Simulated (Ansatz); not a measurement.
## Lattice dynamics of SnH2 (model cell, started as CdI2 type)

Wanted: phonon frequencies of SnH2 (model cell, started as CdI2 type) and what follows from them.

Program: Ansatz 0.2.0. Level of theory: DFT PBEsol, scalar-relativistic, plane waves, PAW. Results are calculated unless marked as measured.

The structure was built from a prototype and need not be the compound's stable phase.

## Step 1: The starting structure

It takes space group P-3m1 (No. 164, trigonal). The conventional cell has a = 3.625 Å, b = 3.625 Å, c = 5.872 Å, α = 90.00°, β = 90.00°, γ = 120.00°. Nearest to Sn lie 6 H at 2.56 Å. H has 3 Sn at 2.56 Å nearest. Farther neighbours are not listed.

Structure file:

```cif
data_structure
_symmetry_space_group_name_H-M 'P-3m1'
_symmetry_Int_Tables_number 164
_cell_length_a 3.6250
_cell_length_b 3.6250
_cell_length_c 5.8725
_cell_angle_alpha 90.000
_cell_angle_beta 90.000
_cell_angle_gamma 120.000
_cell_volume 66.83
loop_
_atom_site_label
_atom_site_type_symbol
_atom_site_symmetry_multiplicity
_atom_site_Wyckoff_symbol
_atom_site_fract_x
_atom_site_fract_y
_atom_site_fract_z
_atom_site_occupancy
Sn1 Sn 1 a 0.00000 0.00000 0.00000 1
H1 H 2 d 0.33333 0.66667 0.25000 1
```

## Step 2: Coarse relaxation

The start is far from rest, so a relaxation with loose tolerances brings it close first.

input.yaml

```yaml
crystal:
  lattice:
    - [3.625, 0.0, 0.0]
    - [-1.8125, 3.13934, 0.0]
    - [0.0, 0.0, 5.8725]
  atoms:
    - { symbol: Sn, position: [0.0, 0.0, 0.0] }
    - { symbol: H, position: [0.333333, 0.666667, 0.25] }
    - { symbol: H, position: [0.666667, 0.333333, 0.75] }
kpoints:
  mp_grid: { grid: [6, 6, 4] }
hamiltonian:
  xc: pbesol
scf:
  occupations: { method: gaussian, width: 0.1 }
output:
  forces: true
  stress: true
  eigenvalues: true
relax:
  adjacent_minimum: "off"
  f_tol: 0.05
  max_steps: 80
  cell: { stress_tol: 0.5 }
```

Run with:

```bash
$ ansatz run input.yaml --threads 4 --pin off --max-ram 7168MiB --backend cpu --events-out ev --progress --plain --runs-dir out
```

Numbers of over 12 decimals in the logs are rounded to 6 here.

Output:

```text
[...]
F+E_penalty+E_count = -5979.78954255 eV   max|allowed force component| = 1.274e-2 eV/Å   (the final SCF, on the basis selected at the relaxed cell)
  cell:  # Å, volume = 35.4051 Å³
    - [3.637947, 0, 0]
    - [-1.818973, 3.150554, -5.4651928580991884e-17]
    - [0, -1.022327444061937e-16, 3.089032]
  atoms:
    - { symbol: Sn, position: [0, 0, -3.150909676813272e-18] }
    - { symbol: H, position: [0.333333, 0.666667, 0.201788] }
    - { symbol: H, position: [0.666667, 0.333333, 0.798212] }
[key lines of the parts left out:]
SCF converged after 4 iterations
Free energy (F): -5979.789543 eV
Fermi energy:    8.416057 eV
P = ⅓ Tr σ = 0.1525 GPa (1.525 kbar)
```

It took 5.8 s on 4 threads of Arm Neoverse V2, shared host; peak memory 0.35 GiB; 19 s of CPU time.

Step by step:

| step | energy less that of the first step (eV) | largest force component (eV/Å) | pressure (GPa) | volume (Å³) |
| --- | --- | --- | --- | --- |
| 1 | 0.0000 | 0.9942 | -5.84 | 66.83 |
| 2 | -0.5385 | 0.9175 | -5.20 | 62.36 |
| 3 | -0.9121 | 0.3940 | -2.05 | 57.61 |
| 4 | -0.9845 | 0.1079 | -0.43 | 55.29 |
| 5 | -1.0172 | 0.1024 | 0.08 | 51.79 |
| 6 | -1.0613 | 0.0981 | -0.61 | 49.43 |
| 7 | -1.1128 | 0.1193 | -0.34 | 46.27 |
| 8 | -1.1797 | 0.0965 | -0.58 | 43.57 |
| 9 | -1.2521 | 0.0381 | -0.92 | 41.03 |
| 10 | -1.3209 | 0.0088 | -0.36 | 38.27 |
| 11 | -1.3930 | 0.0086 | 0.88 | 35.83 |
| 12 | -1.3955 | 0.0245 | 2.28 | 33.97 |
| 13 | -1.3630 | 0.2461 | -3.49 | 37.29 |
| 14 | -1.4079 | 0.0556 | -0.19 | 35.54 |
| 15 | -1.4130 | 0.0127 | 0.17 | 35.41 |
| 16* | -1.4100 | 0.0127 | 0.15 | 35.41 |

Relaxation steps marked * repeat the geometry before them on a plane-wave basis chosen anew for their cell, so energy and pressure can jump there. Relaxation step 13 was tried and not accepted.

The run keeps the 12 symmetry operations that it works with, so distortions that break them were not tested.

| cell as run | before | after | change |
| --- | --- | --- | --- |
| a (Å) | 3.625 | 3.638 | +0.4 % |
| b (Å) | 3.625 | 3.638 | +0.4 % |
| c (Å) | 5.872 | 3.089 | -47.4 % |
| volume (Å³/atom) | 22.28 | 11.80 | -47.0 % |

The atoms that moved most (Å, as changes of fractional coordinates times the final cell):

| atom | dx | dy | dz | length |
| --- | --- | --- | --- | --- |
| H3 | 0.000 | 0.000 | 0.149 | 0.149 |
| H2 | 0.000 | 0.000 | -0.149 | 0.149 |

The relaxed structure:

```xyz
3
Lattice="3.6379 0.0000 0.0000 -1.8190 3.1506 0.0000 0.0000 0.0000 3.0890" Properties=species:S:1:pos:R:3 pbc="T T T"
Sn    0.0000    0.0000    0.0000
H     0.0000    2.1004    0.6233
H     1.8190    1.0502    2.4657
```

Numbers from this step:

```yaml
pressure: 0.1525 GPa
volume_per_atom: 11.80 Å³
gap_on_the_k_mesh: 0 eV
```

In this step the volume went from 22.28 to 11.80 Å³/atom.

## Step 3: Bringing the structure to rest

Harmonic phonons are second derivatives at a point where the forces vanish, and they are wanted at zero stress, so atoms and cell are relaxed first.

input.yaml

```yaml
crystal:
  lattice:
    - [3.6379469072, 0.0, 0.0]
    - [-1.8189734536, 3.1505544393, 0.0]
    - [0.0, 0.0, 3.0890319521]
  atoms:
    - { symbol: Sn, position: [0.0, 0.0, 0.0] }
    - { symbol: H, position: [0.3333333333, 0.6666666667, 0.2017883989] }
    - { symbol: H, position: [0.6666666667, 0.3333333333, 0.7982116011] }
kpoints:
  mp_grid: { grid: [15, 15, 14] }
hamiltonian:
  xc: pbesol
scf:
  occupations: { method: gaussian, width: 0.1 }
output:
  forces: true
  stress: true
  eigenvalues: true
  write_density: true
  write_potential: true
  elf: true
  volumetric_format: npy
relax:
  adjacent_minimum: "off"
  f_tol: 0.005
  max_steps: 80
  cell: { stress_tol: 0.05 }
```

Output:

```text
[...]
Crystal: 3 atoms, lattice volume = 35.405 Å³
Basis set: ecut = 420 eV, 659 PW (Γ), exchange–correlation on 50×50×48 points (8 copies of the dense FFT grid, shifted against one another)
Bands: 12, of which v1, the nominal top of the filled ones, is band 8 counted from 1 (7 counted from 0)
Symmetry: 12 space group operations
[...]
k-points: 330 of 3150
[...]
SCF iter   1: F=—  HF=-5979.792414 eV  |F-HF|=—  |Δ(HF+E_count)|=         —  Δρ=7.33e-3  dr2=1.58e-2  ethr=1.77e-3  ⟨swp⟩=5.1  Hψ=22422  notcnv=0
[...]
SCF iter   6: F=-5979.785894 eV  HF=-5979.785894 eV  |F-HF|=1.10e-8  |Δ(HF+E_count)|=   5.94e-8  Δρ=6.69e-6  dr2=1.03e-8  ethr=6.25e-10  ⟨swp⟩=9.4  Hψ=27599  notcnv=0
SCF 1 converged in 6 iterations: F = -5979.785894 eV  dr2 = 1.03e-8
[...]
relax step   1: F+E_penalty+E_count = -5979.78589424 eV  Δ(F+E_penalty+E_count) = +0.000e0 eV  max|allowed force component| = 7.036e-2 eV/Å  Δτ_max = 0.0000 Å  P = -0.517 GPa  Ω = 35.405 Å³  (6 SCF iters, dr2 threshold 1.00e-7 eV, accepted)
Crystal: 3 atoms, lattice volume = 34.138 Å³
Basis set: ecut = 420 eV, 653 PW (Γ), exchange–correlation on 50×50×48 points (8 copies of the dense FFT grid, shifted against one another)
[...]
SCF iter   5: F=-5979.776352 eV  HF=-5979.776352 eV  |F-HF|=6.79e-9  |Δ(HF+E_count)|=   1.19e-6  Δρ=1.33e-5  dr2=2.98e-8  ethr=1.87e-9  ⟨swp⟩=10.8  Hψ=32469  notcnv=0
SCF 2 converged in 5 iterations: F = -5979.776352 eV  dr2 = 2.98e-8
  Residual-converged pass: ⟨swp⟩=1.1  Hψ=5307  notcnv=0  max |occ|·‖R‖ = 7.1e-9 eV (tolerance 1.0e-8 eV)  dr2=2.98e-8  dr2_onsite=1.01e-9  max |Δocc| = 1.5e-9
relax step   2: F+E_penalty+E_count = -5979.77635197 eV  Δ(F+E_penalty+E_count) = +9.542e-3 eV  max|allowed force component| = 1.850e-1 eV/Å  Δτ_max = 0.1450 Å  P = +1.032 GPa  Ω = 34.138 Å³  energy of the carried Pulay correction = +1.146e-3 eV  (5 SCF iters, dr2 threshold 3.00e-7 eV, rejected (line search))
Crystal: 3 atoms, lattice volume = 35.113 Å³
[...]
SCF iter   7: F=-5979.795140 eV  HF=-5979.795140 eV  |F-HF|=2.73e-12  |Δ(HF+E_count)|=  5.79e-10  Δρ=9.42e-8  dr2=1.58e-12  ethr=1.00e-12  ⟨swp⟩=4.8  Hψ=17507  notcnv=0
the search or the solves at the SCF's close seem to have found levels that the self-consistency loop had missed (the run counts 1). By its estimate they hold under 1e-12 electrons; where the run keeps them, the occupations were computed again with them
SCF 3 converged in 7 iterations: F = -5979.795140 eV  dr2 = 1.58e-12
relax step   3: F+E_penalty+E_count = -5979.79514020 eV  Δ(F+E_penalty+E_count) = -9.246e-3 eV  max|allowed force component| = 1.250e-2 eV/Å  Δτ_max = 0.0492 Å  P = +0.151 GPa  Ω = 35.113 Å³  energy of the carried Pulay correction = +2.605e-4 eV  (7 SCF iters, accepted)
[...]
relax step   4: F+E_penalty+E_count = -5979.79526839 eV  Δ(F+E_penalty+E_count) = -1.282e-4 eV  max|allowed force component| = 4.977e-3 eV/Å  Δτ_max = 0.0091 Å  P = -0.083 GPa  Ω = 35.262 Å³  energy of the carried Pulay correction = +1.270e-4 eV  (4 SCF iters, dr2 threshold 2.32e-7 eV, accepted)
[...]
relax step   5: F+E_penalty+E_count = -5979.79531301 eV  Δ(F+E_penalty+E_count) = -4.462e-5 eV  max|allowed force component| = 9.531e-5 eV/Å  Δτ_max = 0.0013 Å  P = -0.003 GPa  Ω = 35.237 Å³  energy of the carried Pulay correction = +1.493e-4 eV  (3 SCF iters, dr2 threshold 3.64e-8 eV, accepted)
Basis set: ecut = 420 eV, 653 PW (Γ), exchange–correlation on 48×48×48 points (8 copies of the dense FFT grid, shifted against one another)
[...]
SCF iter   4: F=-5979.795213 eV  HF=-5979.795213 eV  |F-HF|=2.00e-11  |Δ(HF+E_count)|=  3.27e-11  Δρ=2.64e-7  dr2=7.94e-12  ethr=1.00e-12  ⟨swp⟩=6.7  Hψ=20085  notcnv=0
SCF 6 converged in 4 iterations: F = -5979.795213 eV  dr2 = 7.94e-12
relax step   6: F+E_penalty+E_count = -5979.79521284 eV  Δ(F+E_penalty+E_count) = +1.002e-4 eV  max|allowed force component| = 9.983e-5 eV/Å  Δτ_max = 0.0000 Å  P = -0.001 GPa  Ω = 35.237 Å³  stress off target by 2.04e-2 GPa  SCF on the basis re-selected at this cell (its energy is not comparable with the rows above)  (4 SCF iters)
[...]
SCF converged after 4 iterations
Free energy (F): -5979.795213 eV
[...]
Internal energy: -5979.791952 eV  (E = F + TS)
E sigma→0 (E₀):  -5979.793582 eV
Entropy (-TS):   -0.003261 eV (-1.087 meV/atom)
Fermi energy:    8.270796 eV
[...]
--- Forces (eV/Å), atoms counted from 1 ---
  atom   1  Sn    -0.00000000     0.00000000     0.00000000
  atom   2  H      0.00000000    -0.00000000     0.00009983
  atom   3  H      0.00000000     0.00000000    -0.00009983
  max |Σ_I F_I| component: 5.78e-19 eV/Å
--- Stress (GPa, compression-positive) ---
       -0.011274      -0.000000      -0.000000
       -0.000000      -0.011274       0.000000
       -0.000000       0.000000       0.020442
  P = ⅓ Tr σ = -0.0007 GPa (-0.007 kbar)
--- Band table (eV; the first three rows and the last of 330) ---
  k-point 0: bands = [... 4 lower, -12.9575, -3.2973, 7.4742, 11.9031, 12.2797, 12.2797, 14.5577, 15.9532]
  k-point 1: bands = [... 4 lower, -12.9616, -3.2257, 7.2913, 11.9190, 12.3581, 12.3581, 13.6206, 16.6163]
  k-point 2: bands = [... 4 lower, -12.9730, -3.0121, 6.7265, 11.9006, 12.5883, 12.5883, 12.7580, 16.8050]
  k-point 329: bands = [... 4 lower, -12.8830, 4.1333, 4.1333, 4.1843, 6.7429, 10.0865, 10.0865, 19.9538]
--- Relaxed structure (5 steps of the walk, 4 accepted, 1 SCFs on fresh bases) ---
[...]
cell:  # Å, volume = 35.2374 Å³
    - [3.586905, 0.0, 0]
    - [-1.793452, 3.106351, 0]
    - [0, 0, 3.162520]
  atoms:
    - { symbol: Sn, position: [0, 0, 0] }
    - { symbol: H, position: [0.333333, 0.666667, 0.220249] }
    - { symbol: H, position: [0.666667, 0.333333, 0.779751] }
```

Wall time 11 s (4 threads); peak memory 0.48 GiB.

Step by step:

| step | energy less that of the first step (eV) | largest force component (eV/Å) | pressure (GPa) | volume (Å³) |
| --- | --- | --- | --- | --- |
| 1 | 0.0000 | 0.0704 | -0.52 | 35.41 |
| 2 | 0.0095 | 0.1850 | 1.03 | 34.14 |
| 3 | -0.0092 | 0.0125 | 0.15 | 35.11 |
| 4 | -0.0094 | 0.0050 | -0.08 | 35.26 |
| 5 | -0.0094 | 0.0001 | 0.00 | 35.24 |
| 6* | -0.0093 | 0.0001 | 0.00 | 35.24 |

Relaxation steps marked * repeat the geometry before them on a plane-wave basis chosen anew for their cell, so energy and pressure can jump there. Relaxation step 2 was tried and not accepted.

The run keeps the 12 symmetry operations that it works with, so distortions that break them were not tested.

| conventional cell, symmetrised | before | after | change |
| --- | --- | --- | --- |
| a (Å) | 3.638 | 3.587 | -1.4 % |
| b (Å) | 3.638 | 3.587 | -1.4 % |
| c (Å) | 3.089 | 3.163 | +2.4 % |
| volume (Å³/atom) | 11.80 | 11.75 | -0.5 % |

The atoms that moved most (Å, as changes of fractional coordinates times the final cell):

| atom | dx | dy | dz | length |
| --- | --- | --- | --- | --- |
| H3 | 0.000 | 0.000 | -0.058 | 0.058 |
| H2 | 0.000 | 0.000 | 0.058 | 0.058 |

The relaxed structure:

```xyz
3
Lattice="3.5869 0.0000 0.0000 -1.7935 3.1064 0.0000 0.0000 0.0000 3.1625" Properties=species:S:1:pos:R:3 pbc="T T T"
Sn    0.0000    0.0000    0.0000
H     0.0000    2.0709    0.6965
H     1.7935    1.0355    2.4660
```

Numbers from this step:

| Item | Value |
| --- | --- |
| pressure | -7.02e-4 GPa |
| volume per atom | 11.75 Å³ |

Valence density in the ac plane at fractional y = 0.000, with atoms of Sn within 0.2 Å of it. It is the smooth field of the valence electrons, not physical close to the nuclei.

Values in e/Å³, 12 rows by 14 columns, each cell a mean:
```
12  8  4  1  0  0  0  0  0  0  0  2  4  9
 5  4  2  1  0  0  0  0  0  0  0  1  2  4
 2  1  1  0  0  0  0  0  0  0  0  0  1  1
 0  0  0  0  0  0  0  0  0  0  0  0  0  0
 0  0  0  0  0  0  0  0  0  0  0  0  0  0
 0  0  0  0  0  0  0  0  0  0  0  0  0  0
 0  0  0  0  0  0  0  0  0  0  0  0  0  0
 0  0  0  0  0  0  0  0  0  0  0  0  0  0
 1  1  1  0  0  0  0  0  0  0  0  0  1  1
 4  3  2  1  0  0  0  0  0  0  0  1  2  4
10  7  3  1  0  0  0  0  0  0  0  1  4  8
15 11  5  1  0  0  0  0  0  0  1  2  6 12
```
Columns run along a (3.6 Å), rows up along c (3.2 Å). Atoms in or near the plane, at fractional coordinates: Sn at (0.00, 0.00).

Electrostatic potential energy in the ac plane at fractional y = 0.000, with atoms of Sn within 0.2 Å of it. With pseudopotentials it is smooth inside the atoms' cores, unlike the true potential.

Ten even steps from '_' (-10 eV) to '@' (39 eV), each cell a mean:
```
@@##--__..----==----..__==%%
++--____::--====----..__..==
______..----======--::..____
....::----==========----::..
--------==============------
------==================----
--------==============------
..::::----==========----::..
______::----======----..____
==::____::--======--::____::
@@##::__..----==----..__--##
@@@@==__..----==----____++@@
```
Columns run along a (3.6 Å; values clipped at the 3rd and 97th percentile), rows up along c (3.2 Å). Atoms in or near the plane, at fractional coordinates: Sn at (0.00, 0.00).

ELF in the ac plane at fractional y = 0.000, with atoms of Sn within 0.2 Å of it. It is the smooth field of the valence electrons, not physical close to the nuclei.

Values, 12 rows by 14 columns, each cell a mean:
```
0.01 0.03 0.15 0.30 0.29 0.25 0.21 0.19 0.22 0.25 0.30 0.28 0.12 0.02
0.09 0.14 0.26 0.32 0.29 0.26 0.24 0.23 0.24 0.27 0.29 0.31 0.23 0.12
0.27 0.30 0.33 0.32 0.30 0.27 0.25 0.26 0.26 0.28 0.30 0.32 0.33 0.29
0.36 0.36 0.35 0.33 0.28 0.21 0.19 0.20 0.20 0.22 0.29 0.34 0.35 0.36
0.42 0.41 0.38 0.31 0.20 0.14 0.11 0.11 0.11 0.15 0.23 0.33 0.39 0.41
0.46 0.43 0.37 0.26 0.15 0.10 0.07 0.07 0.07 0.10 0.18 0.29 0.38 0.44
0.43 0.42 0.38 0.29 0.19 0.12 0.10 0.09 0.10 0.13 0.21 0.32 0.39 0.43
0.37 0.36 0.36 0.33 0.26 0.20 0.18 0.17 0.18 0.21 0.28 0.34 0.36 0.37
0.32 0.33 0.34 0.32 0.30 0.26 0.25 0.25 0.25 0.27 0.30 0.33 0.34 0.33
0.12 0.17 0.28 0.32 0.29 0.27 0.24 0.24 0.25 0.27 0.29 0.32 0.26 0.16
0.01 0.05 0.17 0.31 0.29 0.25 0.21 0.19 0.22 0.26 0.30 0.29 0.14 0.03
0.00 0.01 0.11 0.29 0.29 0.24 0.19 0.17 0.20 0.25 0.30 0.25 0.08 0.01
```
Columns run along a (3.6 Å), rows up along c (3.2 Å). Atoms in or near the plane, at fractional coordinates: Sn at (0.00, 0.00).

In this step the volume went from 11.80 to 11.75 Å³/atom.

## Step 4: Relaxing to small forces for the phonons

Phonons need a cell at rest on their own settings, so the relaxation is repeated with tight tolerances on forces and stress, using the mesh and the filling of the phonon run that follows.

input.yaml

```yaml
crystal:
  lattice:
    - [3.5869049804, 0.0, 0.0]
    - [-1.7934524902, 3.106350834, 0.0]
    - [0.0, 0.0, 3.1625201384]
  atoms:
    - { symbol: Sn, position: [0.0, 0.0, 0.0] }
    - { symbol: H, position: [0.3333333333, 0.6666666667, 0.220248904] }
    - { symbol: H, position: [0.6666666667, 0.3333333333, 0.779751096] }
kpoints:
  mp_grid: { grid: [15, 15, 16] }
hamiltonian:
  xc: pbesol
scf:
  occupations: { method: methfessel_paxton, width: 0.2 }
output:
  forces: true
  stress: true
  eigenvalues: true
relax:
  adjacent_minimum: "off"
  f_tol: 0.001
  max_steps: 60
  cell: { stress_tol: 0.01 }
```

Output:

```text
[...]
Crystal: 3 atoms, lattice volume = 35.237 Å³
Basis set: ecut = 420 eV, 653 PW (Γ), exchange–correlation on 48×48×48 points (8 copies of the dense FFT grid, shifted against one another)
Bands: 12, of which v1, the nominal top of the filled ones, is band 8 counted from 1 (7 counted from 0)
Symmetry: 12 space group operations
[...]
k-points: 376 of 3600
[...]
--- Relaxed structure (5 steps of the walk, 5 accepted, 1 SCFs on fresh bases) ---
[...]
cell:  # Å, volume = 35.1823 Å³
    - [3.596556, 0, -1.942557999461837e-18]
    - [-1.798278, 3.114709, 9.712789997309224e-19]
    - [-1.7127241526789709e-18, 0, 3.140651]
  atoms:
    - { symbol: Sn, position: [0, 0, 0] }
    - { symbol: H, position: [0.333333, 0.666667, 0.219014] }
    - { symbol: H, position: [0.666667, 0.333333, 0.780986] }
[key lines of the parts left out:]
SCF converged after 5 iterations
Free energy (F): -5979.798620 eV
Fermi energy:    8.289052 eV
P = ⅓ Tr σ = -0.0026 GPa (-0.026 kbar)
```

The job ended after 11 s (4 threads; peak memory 0.48 GiB; 41 s of CPU time).

The steps of the relaxation:

| step | energy less that of the first step (eV) | largest force component (eV/Å) | pressure (GPa) | volume (Å³) |
| --- | --- | --- | --- | --- |
| 1 | 0.0000 | 0.0003 | 0.08 | 35.24 |
| 2 | -0.0003 | 0.0039 | -0.19 | 35.28 |
| 3 | -0.0005 | 0.0020 | 0.07 | 35.13 |
| 4 | -0.0005 | 0.0011 | 0.00 | 35.19 |
| 5 | -0.0005 | 0.0000 | 0.00 | 35.18 |
| 6* | -0.0004 | 0.0000 | 0.00 | 35.18 |

Relaxation steps marked * repeat the geometry before them on a plane-wave basis chosen anew for their cell, so energy and pressure can jump there.

Forces are held to the 12 operations that the run works with; a distortion that breaks them can't arise in this run.

| conventional cell, symmetrised | before | after | change |
| --- | --- | --- | --- |
| a (Å) | 3.587 | 3.597 | +0.3 % |
| b (Å) | 3.587 | 3.597 | +0.3 % |
| c (Å) | 3.163 | 3.141 | -0.7 % |
| volume (Å³/atom) | 11.75 | 11.73 | -0.2 % |

Final coordinates:

```xyz
3
Lattice="3.5966 0.0000 0.0000 -1.7983 3.1147 0.0000 0.0000 0.0000 3.1407" Properties=species:S:1:pos:R:3 pbc="T T T"
Sn    0.0000    0.0000    0.0000
H     0.0000    2.0765    0.6878
H     1.7983    1.0382    2.4528
```

This step gave:

```
pressure        : -0.002585 GPa
volume per atom : 11.73 Å³
```

The largest force component left is 0.017 meV/Å and the pressure is -0.003 GPa, within the tolerances set. The cell now holds 11.73 Å³/atom.

[end of part 1 of 2]

[Logs are printed without paths, hosts, clocks, repeated set-up lines and the standing remarks that a program may print on its own settings, such as how far it seeks lower states.]

[Hosts, paths, dates, database ids (printed as entryN), source tags and the programs' standing remarks are cut or masked in the printed files.]
